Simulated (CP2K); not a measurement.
The C K edge of chloroallene was computed by TDDFT (CP2K XAS_TDP, aug-pc-1, TDA) at these levels: PBE, PBEh(45%) and PBEh(45%) + GW2X. The first three lines of C1 (bonded to C and 2 H) with a strength over 0.0015, energy in eV and strength:

```
run           first          second           third
  1  286.74 (0.050)  289.34 (0.004)  290.17 (0.003)
  2  268.12 (0.023)  270.32 (0.002)  270.43 (0.002)
  3  280.94 (0.051)  283.55 (0.004)  284.38 (0.003)
```

Question: Which run is which?

Run 1: PBEh(45%) + GW2X (45 % exact exchange). Run 2: PBE (0 % exact exchange). Run 3: PBEh(45%) (45 % exact exchange). Self-interaction lifts the core level, so the uncorrected lines rise with the share of exact exchange. The GW2X run keeps the spacings of its parent: 2.60 eV between the first two lines in run 1, 2.61 eV in run 3. Its shift is +5.80 eV, since the Kohn–Sham level at this share of exchange lies that far above the quasiparticle level.

[Banner, clock and machine lines of the logs are left out without a mark of their own.]

[Logs are printed without paths, hosts, clocks, repeated set-up lines and the standing remarks that a program may print on its own settings, such as how far it seeks lower states.]

[Hosts, paths, dates, database ids (printed as entryN), source tags and the programs' standing remarks are cut or masked in the printed files.]
